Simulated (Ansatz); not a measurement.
**What SbAs (model cell, started as zinc blende) distorts into**

Wanted: the energy along a soft mode of SbAs (model cell, started as zinc blende) and the structure at the end.

Program: Ansatz 0.2.0. Level of theory: DFT PBEsol, scalar-relativistic, plane waves, PAW. Results are calculated unless marked as measured.

Report form: the programs' logs are mostly left out.

The structure was built from a prototype and need not be the compound's stable phase.

### Step 1. The starting structure

Symmetry: F-43m, No. 216, cubic system. The conventional cell has a = 6.428 Å, b = 6.428 Å, c = 6.428 Å, α = 90.00°, β = 90.00°, γ = 90.00°. Nearest to Sb lie 4 As at 2.78 Å. Nearest to As lie 4 Sb at 2.78 Å. Farther neighbours are not listed.

### Step 2. Phonons on a q mesh

The cell comes from relaxations at this level that are not shown. Stability and thermal properties need the whole zone. Linear response on a 4×4×4 q mesh gives force constants as far as a supercell of that size would.

Input file input.yaml:

```yaml
crystal:
  lattice:
    - [0.0, 3.2138340659, 3.2138340659]
    - [3.2138340659, 0.0, 3.2138340659]
    - [3.2138340659, 3.2138340659, 0.0]
  atoms:
    - { symbol: Sb, position: [0.0, 0.0, 0.0] }
    - { symbol: As, position: [0.25, 0.25, 0.25] }
kpoints:
  mp_grid: { grid: [12, 12, 12] }
hamiltonian:
  xc: pbesol
scf:
  occupations: { method: methfessel_paxton, width: 0.2 }
output:
  eigenvalues: true
phonons:
  method: dfpt
  qmesh: [4, 4, 4]
  temperatures: { t_max: 1000, t_step: 50 }
  qpath:
    path:
      - [[0.0, 0.0, 0.0], [-0.5, -0.5, 0.0], [-0.375, -0.375, 0.25]]
      - [[-0.375, 0.0, 0.375], [0.0, 0.0, 0.0], [0.0, 0.0, 0.5], [-0.5, -0.25, 0.25], [-0.5, -0.5, 0.0]]
    npoints: 10
```

Run with:

```
$ ansatz run input.yaml --threads 4 --pin off --max-ram 7168MiB --backend cpu --events-out ev --progress --plain --runs-dir out
```

Run time: 6.4 min. Hardware: 4 threads of Arm Neoverse V2, shared host; peak memory 4.1 GiB; 25 min of CPU time.

Numbers from this step:

| Item | Value |
| --- | --- |
| volume per atom | 33.19 Å³ |
| gap on the k-mesh | 0 eV |
| sum-rule residual before enforcement | 1.18e-5 eV/Å² |
| lowest frequency on the path | -51.15 cm⁻¹ |
| point group | -43m |
| highest frequency on the path or at a solved wavevector | 174.7 cm⁻¹ |
| highest optical mode at the zone centre (no LO-TO term) | 174.7 cm⁻¹ |
| lowest optical zone-centre mode | 174.7 cm⁻¹ |
| lowest mode on the q mesh (acoustic modes at Γ apart) | -49.33 cm⁻¹ |

Frequencies (cm⁻¹) solved at each irreducible wavevector; negative means imaginary. Frequencies by wavevector, by row:

```csv
q in reciprocal lattice units,star,mode 1,mode 2,mode 3,mode 4,mode 5,mode 6
0 0 0,1,0,0,0,174.7,174.7,174.7
0 0 0.25,8,-29.1,-29.1,36.5,151.9,157.9,157.9
0 0 -0.5,4,-15.3,-15.3,80.4,126.4,151.1,151.1
0 0.25 0.25,6,-48.6,-48.6,59.9,138.4,138.4,145.5
0 0.25 -0.5,24,-40,-32,93.5,120.7,128.8,136.1
0 0.25 -0.25,12,-49.3,-27.1,84.2,137.4,138.3,143.1
0 -0.5 -0.5,3,-19,-19,96.3,99.2,99.2,107.3
0.25 -0.5 -0.25,6,-30.7,-25.7,103.4,114.8,121,123.5
```

Interpolated from a 4×4×4 q mesh. Phonon branches along the path, in cm⁻¹:

```csv
point,branch 1,branch 2,branch 3,branch 4,branch 5,branch 6
Γ,0,0,0,175,175,175
halfway,-49,-49,60,138,138,146
X,-19,-19,96,99,99,107
halfway,-22,-19,93,105,108,114
U,-27,-20,95,117,120,127
jump to K,-27,-20,95,117,120,127
halfway,-50,-28,62,146,149,150
Γ,0,0,0,175,175,175
halfway,-29,-29,36,152,158,158
L,-15,-15,80,126,151,151
halfway,-37,-27,98,123,136,140
W,-31,-26,103,115,121,124
halfway,-25,-21,97,106,115,116
X,-19,-19,96,99,99,107
```

Symmetry leaves 8 wavevectors to solve. The lowest mode among them, the acoustic zeros apart, lies at q = (0, 0.25, -0.25) and is imaginary, 49.3i cm⁻¹, so the energy falls along it.

### Step 3. The mode frozen in, largest atomic shift 0 Å

The mode followed lies at q = (0, 0.25, -0.25) with frequency 49.3i cm⁻¹, the softest among the wavevectors solved. At small amplitude the distorted cell has space group no. 25 by a symmetry search on the positions. The undistorted cell that holds it gives the zero of energy on the same k mesh.

System of this step: SbAs (model cell, started as zinc blende). The structure is cubic, space group F-43m (No. 216). The conventional cell has a = 6.428 Å, b = 6.428 Å, c = 6.428 Å, α = 90.00°, β = 90.00°, γ = 90.00°. Nearest to Sb lie 4 As at 2.78 Å. As has 4 Sb at 2.78 Å nearest. Farther neighbours are not listed.

Input file input.yaml:

```yaml
crystal:
  lattice:
    - [0.0, 3.2138340659, 3.2138340659]
    - [-6.4276681319, 0.0, 0.0]
    - [0.0, -6.4276681319, 6.4276681319]
  atoms:
    - { symbol: Sb, position: [0.0, 0.0, 0.0] }
    - { symbol: Sb, position: [0.0, 0.0, 0.5] }
    - { symbol: Sb, position: [0.5, 0.5, 0.25] }
    - { symbol: Sb, position: [0.5, 0.5, 0.75] }
    - { symbol: As, position: [0.5, 0.75, 0.0] }
    - { symbol: As, position: [0.5, 0.75, 0.5] }
    - { symbol: As, position: [0.0, 0.25, 0.25] }
    - { symbol: As, position: [0.0, 0.25, 0.75] }
kpoints:
  mp_grid: { grid: [8, 6, 4] }
hamiltonian:
  xc: pbesol
scf:
  occupations: { method: methfessel_paxton, width: 0.2 }
output:
  forces: true
  stress: true
  eigenvalues: true
```

Elapsed: 18 s, on 4 threads; peak memory 1.1 GiB; 73 s of CPU time.

Numbers from this step:

| Quantity | Value |
| --- | --- |
| pressure | 0.2023 GPa |
| energy from the undistorted cell | 0 meV/atom |

The run ends at a pressure of 0.20 GPa.

### Step 4. The mode frozen in, largest atomic shift 0.45 Å

The atoms are moved along the unstable eigenvector, the largest shift by 0.45 Å, with the cell fixed.

input.yaml, the sections that differ from step 3:

```yaml
crystal:
  lattice:
    - [0.0, 3.2138340659, 3.2138340659]
    - [-6.4276681319, 0.0, 0.0]
    - [0.0, -6.4276681319, 6.4276681319]
  atoms:
    - { symbol: Sb, position: [0.0, 0.0, 0.0306832202] }
    - { symbol: Sb, position: [0.0, 0.0, 0.4693167798] }
    - { symbol: Sb, position: [0.5, 0.5653558686, 0.25] }
    - { symbol: Sb, position: [0.5, 0.4346441314, 0.75] }
    - { symbol: As, position: [0.5, 0.75, -0.0319204792] }
    - { symbol: As, position: [0.5, 0.75, 0.5319204792] }
    - { symbol: As, position: [0.0, 0.3200098373, 0.25] }
    - { symbol: As, position: [0.0, 0.1799901627, 0.75] }
# kpoints, hamiltonian, scf, output: as in step 3
```

It took 19 s on 4 threads; peak memory 1.1 GiB; 76 s of CPU time.

Numbers from this step:

```
pressure                         : -2.232 GPa
energy from the undistorted cell : -18.65 meV/atom
```

The energy, extrapolated to zero smearing, is -18.65 meV/atom against the undistorted cell.

The run ends at a pressure of -2.23 GPa, with forces up to 0.18 eV/Å.

### Step 5. Energy along the mode, all amplitudes (two of the runs are shown above)

An imaginary frequency means negative curvature, so the energy should fall and then rise again as anharmonic terms take over.

This step gave:

```
depth at the lowest point sampled  : 18.65 meV/atom
largest atomic shift at that point : 0.45 Å
```

The energy from the parent by largest atomic shift:

```csv
largest atomic shift (Å),energy from the parent (meV/atom)
0.000,0
0.040,-0.537
0.080,-2.04
0.140,-5.53
0.220,-11.1
0.320,-16.8
0.450,-18.7
0.600,-11.0
```

Displacement at unit largest shift by atom:

```csv
atom,x (Å),y (Å),z (Å),size
Sb1,0.00,-0.44,0.44,0.62
Sb2,0.00,0.44,-0.44,0.62
Sb3,-0.93,0.00,0.00,0.93
Sb4,0.93,0.00,0.00,0.93
As5,0.00,0.46,-0.46,0.64
As6,0.00,-0.46,0.46,0.64
As7,-1.00,0.00,0.00,1.00
As8,1.00,0.00,0.00,1.00
```

The lowest of the steps tried is at 0.45 Å, 18.7 meV/atom below the parent; the bottom of the well need not coincide with a step.

### Step 6. Relaxation from the frozen mode

Starting from the lowest point found, all atoms and the cell are let go, so that strain and other modes of the same symmetry can join in.

Changes to input.yaml since step 4:

```diff
@@ -24 +24,10 @@
   eigenvalues: true
+  write_density: true
+  write_potential: true
+  elf: true
+  volumetric_format: npy
+relax:
+  adjacent_minimum: "off"
+  f_tol: 0.002
+  max_steps: 120
+  cell: { stress_tol: 0.03 }
```

Run time: 9.4 min. Hardware: 4 threads; peak memory 1.4 GiB.

The steps of the relaxation:

```csv
step,energy less that of the first step (eV),largest force component (eV/Å),pressure (GPa),volume (Å³)
1,0.0000,0.1814,-2.23,265.56
2,-0.1629,0.3277,1.63,239.35
3,-0.3683,0.2694,0.02,235.32
4,-0.5368,0.2557,-0.53,227.48
5,-0.5581,0.5336,-1.13,227.04
6,-0.6871,0.2235,0.25,225.52
7,-0.6997,0.4477,1.95,220.51
8,-0.8025,0.2803,0.29,225.69
9,-0.8093,0.2178,-0.42,232.46
10,-0.8253,0.0697,-0.78,232.04
11,-0.8376,0.0954,0.22,228.65
12,-0.8399,0.0044,-0.01,229.12
13,-0.8399,0.0037,0.00,229.00
14,-0.8399,0.0002,0.00,229.00
15*,-0.8510,0.0018,0.12,229.00
16,-0.8538,0.0209,0.04,229.30
17,-0.8540,0.0054,0.00,229.64
18,-0.8540,0.0030,0.00,229.62
19,-0.8540,0.0004,0.00,229.62
20*,-0.8541,0.0004,0.00,229.62
```

Relaxation steps marked * repeat the geometry before them on a plane-wave basis chosen anew for their cell, so energy and pressure can jump there.

Forces are held to the 4 operations that the run works with; a distortion that breaks them can't arise in this run.

```csv
cell as run,before,after,change
a (Å),4.545,3.888,-14.5 %
b (Å),6.428,7.527,+17.1 %
c (Å),9.090,7.848,-13.7 %
volume (Å³/atom),33.19,28.70,-13.5 %
```

The atoms that moved most (Å, as changes of fractional coordinates times the final cell):

```csv
atom,dx,dy,dz,length
As5,-0.075,0.199,-0.199,0.291
As6,-0.075,-0.199,0.199,0.291
As7,-0.178,0.000,0.000,0.178
Sb4,0.172,0.000,0.000,0.172
Sb1,0.112,-0.089,0.089,0.168
Sb2,0.112,0.089,-0.089,0.168
Sb3,-0.109,0.000,0.000,0.109
As8,0.043,0.000,0.000,0.043
```

This step gave:

```
pressure        : -7.16e-4 GPa
volume per atom : 28.70 Å³
```

Electrostatic potential energy in the bc plane at fractional x = 0.000, with atoms of Sb and As within 0.2 Å of it. With pseudopotentials it is smooth inside the atoms' cores, unlike the true potential.

Values in eV, 11 rows by 16 columns, each cell a mean:
```
-11  -3   6   9  11  12  13  13  13  13  12  12  11   7  -4 -12
  6   0  -4  -4   1   9  11  12  12  12  12  12  12  11  10   8
  5  -6  11  11  -6   5  10  11  12  12  12  13  13  12  12  11
  7  -3  -2  -3  -3   8  11  12  12  12  12  12  12  12  11  10
 -6   0   5   8  10  12  12  13  13  13  12  12  11   9   1  -7
-19 -15   3  11  12  13  13  13  13  13  12  12  10   1 -16 -18
-18 -12   4  10   8   4   6  10  12  12  12  12  10   3 -13 -18
  0   6   9   4  -4   5   0  -3   9  11  11  12  11  10   5   0
  5   8   9   2  -3   9   3  -5   8  11  11  12  11  10   8   4
-16  -8   6   9   4   0   1   8  11  12  12  12  11   5  -9 -16
-18 -16   2  11  12  12  12  13  13  13  12  12  10   1 -17 -18
```
Columns run along b (7.5 Å; values clipped at the 3rd and 97th percentile), rows up along c (7.8 Å). Atoms in or near the plane, at fractional coordinates: Sb at (0.99, 0.05), Sb at (0.99, 0.45), As at (0.34, 0.25), As at (0.17, 0.75).

ELF in the bc plane at fractional x = 0.000, with atoms of Sb and As within 0.2 Å of it. It is the smooth field of the valence electrons, not physical close to the nuclei.

Ten even steps from '0' (0.00) to '9' (0.75), each cell a mean:
```
245531000000000124432
467754210000000113344
689876531000000011234
788667742100000000113
786336752100000000003
786336752100000000003
788667742100000000113
689876531000000011234
467754210000000113344
245531000000000124432
024531122100000134410
014544677521000124410
135558999742100024431
455479988753100014554
653479645664210013566
532488433664210012455
653479645764210013566
455479988753100014554
135558999742100024431
014534677521000124410
024531122100000134410
```
Columns run along b (7.5 Å), rows up along c (7.8 Å). Atoms in or near the plane, at fractional coordinates: Sb at (0.99, 0.05), Sb at (0.99, 0.45), As at (0.34, 0.25), As at (0.17, 0.75).

Valence density in the bc plane at fractional x = 0.000, with atoms of Sb and As within 0.2 Å of it. It is the smooth field of the valence electrons, not physical close to the nuclei.

Values in e/Å³, 11 rows by 16 columns, each cell a mean:
```
 1  1  0  0  0  0  0  0  0  0  0  0  0  0  0  1
 0  1  2  2  0  0  0  0  0  0  0  0  0  0  0  0
 0  2 16 16  2  0  0  0  0  0  0  0  0  0  0  0
 0  1  4  3  1  0  0  0  0  0  0  0  0  0  0  0
 1  0  0  0  0  0  0  0  0  0  0  0  0  0  0  1
10  2  0  0  0  0  0  0  0  0  0  0  0  0  2 10
 6  1  0  0  0  0  0  0  0  0  0  0  0  0  1  7
 0  0  0  0  2 10  5  1  0  0  0  0  0  0  0  0
 0  0  0  0  3 16  8  1  0  0  0  0  0  0  0  0
 4  1  0  0  0  1  1  0  0  0  0  0  0  0  1  4
12  2  0  0  0  0  0  0  0  0  0  0  0  0  2 12
```
Columns run along b (7.5 Å), rows up along c (7.8 Å). Atoms in or near the plane, at fractional coordinates: Sb at (0.99, 0.05), Sb at (0.99, 0.45), As at (0.34, 0.25), As at (0.17, 0.75).

The distorted start has space group Pmm2; the relaxation ends in Pmm2.

### Step 7. The new phase in its own primitive cell

The relaxed structure is symmetrised, reduced to its primitive cell and relaxed tightly, as its phonons need.

Input file input.yaml:

```yaml
crystal:
  lattice:
    - [3.8875621222, 0.0, 0.0]
    - [0.0, 7.847540411, 0.0]
    - [0.0, 0.0, 7.5266306624]
  atoms:
    - { symbol: Sb, position: [0.0, 0.7966846575, 0.0148284278] }
    - { symbol: Sb, position: [0.0, 0.2033153425, 0.0148284278] }
    - { symbol: Sb, position: [0.5, 0.0, 0.4202136752] }
    - { symbol: Sb, position: [0.5, 0.5, 0.588155159] }
    - { symbol: As, position: [0.5, 0.6822075999, 0.2400167494] }
    - { symbol: As, position: [0.5, 0.3177924001, 0.2400167494] }
    - { symbol: As, position: [0.0, 0.0, 0.6562752119] }
    - { symbol: As, position: [0.0, 0.5, 0.8256655995] }
kpoints:
  mp_grid: { grid: [10, 6, 6] }
hamiltonian:
  xc: pbesol
scf:
  occupations: { method: methfessel_paxton, width: 0.2 }
output:
  forces: true
  stress: true
  eigenvalues: true
relax:
  adjacent_minimum: "off"
  f_tol: 0.001
  max_steps: 60
  cell: { stress_tol: 0.01 }
```

Wall time 5.3 min (4 threads); peak memory 1.4 GiB.

Step by step:

```csv
step,energy less that of the first step (eV),largest force component (eV/Å),pressure (GPa),volume (Å³)
1,0.0000,0.0927,0.02,229.62
2,-0.0011,0.1971,0.00,230.15
3,-0.0061,0.0266,0.02,229.67
4,-0.0063,0.0177,-0.01,229.83
5,-0.0063,0.0181,0.03,229.77
6,-0.0064,0.0028,0.00,229.90
7,-0.0064,0.0038,-0.01,229.91
8,-0.0065,0.0003,0.00,229.88
9*,-0.0065,0.0003,0.00,229.88
```

Relaxation steps marked * repeat the geometry before them on a plane-wave basis chosen anew for their cell, so energy and pressure can jump there. Relaxation step 5 was tried and not accepted.

Forces are held to the 4 operations that the run works with; a distortion that breaks them can't arise in this run.

```csv
"conventional cell, symmetrised",before,after,change
a (Å),3.888,3.885,-0.1 %
b (Å),7.848,7.791,-0.7 %
c (Å),7.527,7.594,+0.9 %
volume (Å³/atom),28.70,28.74,+0.1 %
```

The atoms that moved most (Å, as changes of fractional coordinates times the final cell):

```csv
atom,dx,dy,dz,length
Sb3,0.000,0.000,0.050,0.050
As8,0.000,0.000,-0.037,0.037
As7,0.000,0.000,0.031,0.031
As5,0.000,0.026,-0.004,0.026
As6,0.000,-0.026,-0.004,0.026
Sb4,0.000,0.000,-0.024,0.024
Sb1,0.000,-0.006,-0.006,0.009
Sb2,0.000,0.006,-0.006,0.009
```

The relaxed structure:

```cif
data_structure
_symmetry_space_group_name_H-M 'P 1'
_symmetry_Int_Tables_number 1
_cell_length_a 3.8854
_cell_length_b 7.7911
_cell_length_c 7.5939
_cell_angle_alpha 90.000
_cell_angle_beta 90.000
_cell_angle_gamma 90.000
_cell_volume 229.88
loop_
_atom_site_label
_atom_site_type_symbol
_atom_site_fract_x
_atom_site_fract_y
_atom_site_fract_z
_atom_site_occupancy
Sb1 Sb 0.00000 0.79593 0.01400 1
Sb2 Sb 0.00000 0.20407 0.01400 1
Sb3 Sb 0.50000 0.00000 0.42675 1
Sb4 Sb 0.50000 0.50000 0.58501 1
As5 As 0.50000 0.68557 0.23951 1
As6 As 0.50000 0.31443 0.23951 1
As7 As 0.00000 0.00000 0.66039 1
As8 As 0.00000 0.50000 0.82083 1
```

This step gave:

```
pressure        : 0.001717 GPa
volume per atom : 28.74 Å³
```

The largest force component left is 0.35 meV/Å and the pressure is 0.002 GPa, within the tolerances set. The cell now holds 28.74 Å³/atom.

### Step 8. Results

```json
{
  "unstable mode of the parent": "q = (0, 0.25, -0.25), 49i cm⁻¹",
  "depth at the lowest point sampled": "18.7 meV/atom",
  "largest atomic shift at that point": "0.45 Å",
  "space group reached (within 0.01 Å)": "Pmm2",
  "energy gained over the parent (first relaxation, on the mesh of the frozen mode)": "126 meV/atom",
  "volume per atom, phase reached": "28.7 Å³"
}
```

In words: Along this mode the structure falls into Pmm2, 126 meV/atom below the parent. At the parent's cell the well is 18.65 meV/atom deep on the steps tried, with its lowest point at a shift of 0.45 Å. Relaxing atoms and cell changes the gain by +107.58 meV/atom against the lowest step (energies at zero smearing). Most of the total comes from this relaxation. The modes of the phase reached were not computed on this path. Each path keeps the symmetry of its pattern, so a lower phase may lie along a pattern not tried. With no gap, or one that is small against the smearing, the frequencies hang on the k mesh and the smearing, most of all near Kohn anomalies. The volume moved by more than a tenth on the k mesh of the start, so the energy gain is rough. Spin-orbit coupling is left out, which can matter for the heavy elements here. A phonon run warned that its eigensolver left some bands unconverged in a pass. The starting cell was built on a prototype and not taken from a measurement, so the phase need not exist.

[Logs are printed without paths, hosts, clocks, repeated set-up lines and the standing remarks that a program may print on its own settings, such as how far it seeks lower states.]

[Hosts, paths, dates, database ids (printed as entryN), source tags and the programs' standing remarks are cut or masked in the printed files.]
